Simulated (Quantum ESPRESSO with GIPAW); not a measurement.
# Ta2O5: which site gives which 17O line?

The values are calculated: DFT, PBEsol, plane-wave PAW (pslibrary 1.0.0 recipes), scalar-relativistic, GIPAW shieldings (Quantum ESPRESSO with GIPAW, a patched development version). Shieldings are without the macroscopic shape term, which is common to all sites.

```cif
data_structure
_symmetry_space_group_name_H-M 'P 1'
_symmetry_Int_Tables_number 1
_cell_length_a 6.0861
_cell_length_b 6.0861
_cell_length_c 6.0861
_cell_angle_alpha 128.340
_cell_angle_beta 128.340
_cell_angle_gamma 76.074
_cell_volume 134.83
loop_
_atom_site_label
_atom_site_type_symbol
_atom_site_fract_x
_atom_site_fract_y
_atom_site_fract_z
_atom_site_occupancy
Ta1 Ta 0.80204 0.80204 0.00000 1
Ta2 Ta 0.19796 0.19796 0.00000 1
O3 O 0.50000 0.50000 0.50000 1
O4 O 0.00000 0.00000 0.50000 1
O5 O 0.00000 0.50000 0.00000 1
O6 O 0.50000 0.00000 0.00000 1
O7 O 0.00000 0.00000 0.00000 1
```

The cell is a computed entry of the Materials Project; it need not be the form that is stable at ambient conditions. The coordinates shown are those after relaxation (atoms relaxed).

The O sites:

```csv
site,atom no.,atoms in cell,site symmetry,surroundings,bonds (Å)
O(1),3,4,2/m,bound to Ta2,1.940
O(2),7,1,4/mmm,bound to Ta2,1.898
```

The lines, in order of position:

```csv
line,σ_iso (ppm),relative area,span (ppm),skew
A,-107.0,1,485.1,1.00
B,-234.2,4,502.9,0.80
```

Assign each line to a crystallographic site.

By the calculation: A is O(2) (bound to Ta2); B is O(1) (bound to Ta2). The areas settle A and B, whose multiplicities are unique. O(2) lies on an axis of order three or more, which demands an axial or isotropic tensor.

[Banner, clock, file and message-heading lines were taken out of the pw.x and gipaw.x logs.]

[Logs are printed without paths, hosts, clocks, repeated set-up lines and the standing remarks that a program may print on its own settings, such as how far it seeks lower states.]

[Hosts, paths, dates, database ids (printed as entryN), source tags and the programs' standing remarks are cut or masked in the printed files.]
